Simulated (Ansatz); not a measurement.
**G0W0 on several functionals: AlN (P6_3mc)**

Aim: G0W0 for AlN (P6_3mc) on several starting functionals, at one mesh, band count and screening cutoff.

Calculated with Ansatz 0.2.0; G0W0 on several functionals, plane waves, PAW.

Report form: the programs' logs are mostly left out.

The database entry behind the starting cell differs from later determinations by our own check (inner coordinate u about 0.002 short), so it need not match the best structure at ambient conditions.

In doubt: masses and optical values from hybrid runs of this build are listed as unsure (step 4), which bears on the screening that GW takes from such a start.

### Step 1. Set-up

Symmetry: P6_3mc, No. 186, hexagonal system. The conventional cell has a = 3.113 Å, b = 3.113 Å, c = 4.981 Å, α = 90.00°, β = 90.00°, γ = 120.00°. Nearest to Al lie 4 N at 1.89 Å. Nearest to N lie 4 Al at 1.89 Å. Farther neighbours and most contacts between anions are not listed.

The cell and positions come from the Crystallography Open Database and are kept as given unless a step says otherwise. The default PAW set here is soft_1. Its files were made with PBE; for other functionals the partial waves and projectors stay those of PBE.

### Step 2. G0W0 on PBE

Now the one-shot GW correction: screening in the RPA, then the self-energy of the levels asked for.

This step: G0W0 on PBE, plane waves, PAW.

input.yaml reads:

```yaml
crystal:
  lattice:
    - [3.113, 0.0, 0.0]
    - [-1.5565, 2.695937082, 0.0]
    - [0.0, 0.0, 4.981]
  atoms:
    - { symbol: Al, position: [0.3333333333, 0.6666666667, 0.0] }
    - { symbol: Al, position: [0.6666666667, 0.3333333333, 0.5] }
    - { symbol: "N", position: [0.3333333333, 0.6666666667, 0.38] }
    - { symbol: "N", position: [0.6666666667, 0.3333333333, 0.88] }
kpoints:
  mp_grid: { grid: [6, 6, 4] }
hamiltonian:
  xc: pbe
  pseudopotentials: { kind: paw, azcp: { folder: "./paw" } }
scf:
  occupations: { method: fixed }
gw:
  n_empty_bands: 124
  ecut_chi: 120
  qp_bands: [v2, c2]
  qp_kpoints: band_edges
  screening: { model: contour_deformation }
```

Run with:

```console
> ansatz run input.yaml --threads 3 --pin off --max-ram 92160MiB --backend cuda --events-out ev --progress --plain --runs-dir out --devices 1 --max-vram 13GiB
```

Run time: 20 s. Hardware: 1 × NVIDIA H100 80GB HBM3 (shared by 6 runs) with 3 threads of AMD EPYC 7R13 (Zen 3), shared host; peak memory 1.1 GiB; 10 s of CPU time.

This step gave:

- bands summed: 132
- RPA ε∞ on this mesh (eigenvalues): 4.225, 4.225, 4.374
- plane waves in the screening matrix: 135
- q-points in the mesh: 144
- G0W0 gap on the mesh: 5.806 eV
- k of the valence top: 0, 0, 0
- k of the conduction bottom: 0, 0, 0
- starting gap on the mesh: 4.213 eV
- Z at the valence top: 0.7831
- Z at the conduction bottom: 0.8175
- least direct G0W0 gap on the computed points: 5.806 eV

The gap on the mesh goes from 4.21 eV to 5.81 eV, a correction of +1.59 eV. Between the two edge states, bare exchange in place of the xc potential would open the gap by 8.62 eV, and correlation takes back 7.03 eV.

### Step 3. G0W0 on LDA

One-shot GW remembers its start. Another functional's orbitals and levels show by how much.

This step: G0W0 on LDA, plane waves, PAW.

Edit input.yaml of step 2 so:

```diff
@@ -13,3 +13,3 @@
 hamiltonian:
-  xc: pbe
+  xc: lda
   pseudopotentials: { kind: paw, azcp: { folder: "./paw" } }
```

Elapsed: 19 s, on 1 × NVIDIA H100 80GB HBM3 (shared by 6 runs) with 3 threads; peak memory 1.1 GiB.

This step gave:

```
bands summed                                 : 132
RPA ε∞ on this mesh (eigenvalues)            : 4.305, 4.305, 4.449
plane waves in the screening matrix          : 135
q-points in the mesh                         : 144
G0W0 gap on the mesh                         : 5.816 eV
k of the valence top                         : 0, 0, 0
k of the conduction bottom                   : 0, 0, 0
starting gap on the mesh                     : 4.237 eV
Z at the valence top                         : 0.7815
Z at the conduction bottom                   : 0.8151
least direct G0W0 gap on the computed points : 5.816 eV
```

Against the run with 6×6×4 mesh, 124 empty bands, screening to 120 eV on PBE, the gap moves by +0.010 eV, while the start moved by +0.02 eV.

### Step 4. G0W0 on HSE06

This step: G0W0 on HSE06, plane waves, PAW.

Edit input.yaml of step 3 so:

```diff
@@ -13,3 +13,3 @@
 hamiltonian:
-  xc: lda
+  xc: hse06
   pseudopotentials: { kind: paw, azcp: { folder: "./paw" } }
```

It took 42 s on 1 × NVIDIA H100 80GB HBM3 (shared by 6 runs) with 3 threads; peak memory 1.4 GiB.

This step gave:

```yaml
bands_summed: 132
rpa_eps_infinity_on_this_mesh_eigenvalues: 3.574, 3.574, 3.684
plane_waves_in_the_screening_matrix: 135
g0w0_gap_on_the_mesh: 6.444 eV
k_of_the_valence_top: 0, 0, 0
k_of_the_conduction_bottom: 0, 0, 0
starting_gap_on_the_mesh: 5.581 eV
least_direct_g0w0_gap_on_the_computed_points: 6.444 eV
```

Against the run with 6×6×4 mesh, 124 empty bands, screening to 120 eV on LDA, the gap moves by +0.63 eV, while the start moved by +1.34 eV.

### Step 5. The starts together

All on the 6×6×4 mesh with 124 empty bands and screening to 120 eV. Times are wall times on 1 × NVIDIA H100 80GB HBM3 (shared by 6 runs) with 3 threads of AMD EPYC 7R13 (Zen 3), shared host, good to a factor of about two.

| start | starting gap (eV) | shift (eV) | G0W0 gap (eV) | RPA ε∞ (harmonic mean) | Z (valence, conduction) | time |
| --- | --- | --- | --- | --- | --- | --- |
| PBE | 4.21 | +1.59 | 5.81 | 4.27 | 0.78, 0.82 | 20 s |
| LDA | 4.24 | +1.58 | 5.82 | 4.35 | 0.78, 0.82 | 19 s |
| HSE06 | 5.58 | +0.86 | 6.44 | 3.61 | 0.81, 0.84 | 42 s |

How the two edges are built up, in eV (the quasiparticle level is the starting level plus Σx plus Σc less Vxc):

| run | edge | start | Σx | Σc | Vxc | Z | QP |
| --- | --- | --- | --- | --- | --- | --- | --- |
| PBE | valence top | 7.11 | -21.78 | 3.17 | -17.81 | 0.78 | 6.32 |
| PBE | conduction bottom | 11.33 | -9.80 | -3.86 | -14.46 | 0.82 | 12.13 |
| LDA | valence top | 6.82 | -21.75 | 3.13 | -17.98 | 0.78 | 6.18 |
| LDA | conduction bottom | 11.05 | -9.91 | -3.93 | -14.78 | 0.82 | 11.99 |
| HSE06 | valence top | 6.19 | -21.79 | 2.88 | -18.66 | 0.81 | 5.95 |
| HSE06 | conduction bottom | 11.78 | -9.40 | -3.74 | -13.75 | 0.84 | 12.39 |

For a hybrid start, Vxc holds its share of exact exchange.

### Step 6. Outcome

```yaml
g0w0_pbe: 5.81 eV (start 4.21 eV)
g0w0_lda: 5.82 eV (start 4.24 eV)
g0w0_hse06: 6.44 eV (start 5.58 eV)
known_limits: not at the basis limit
```

The starting gaps span 1.37 eV and the G0W0 gaps 0.64 eV. Between PBE and HSE06, 0.64 eV of the 1.37 eV survives, 47 %. HSE06 screens less than PBE (ε∞ 3.61 against 4.27). Of the 0.64 eV by which its G0W0 gap is higher, the correlation part gives +0.41 eV, and exchange with the one-particle terms, which follow the orbitals, +0.23 eV. The smallest correction, +0.86 eV, is on HSE06, the start nearest to reproducing itself. Bands and cutoff are finite, so the gap is not at the basis limit. The miss can reach some tenths of an eV and take either sign; the mesh is an error of its own.

[Paths, hosts, dates, memory and timing lines, banners, echoed tables and standing remarks are left out of the program output.]

[Logs are printed without paths, hosts, clocks, repeated set-up lines and the standing remarks that a program may print on its own settings, such as how far it seeks lower states.]

[Runs of the session that timed out or met a known fault of the program may be left out.]

[Cells called generated may have been cut or substituted from an entry of the Crystallography Open Database or the Materials Project.]

[Hosts, paths, dates, database ids (printed as entryN), source tags and the programs' standing remarks are cut or masked in the printed files.]
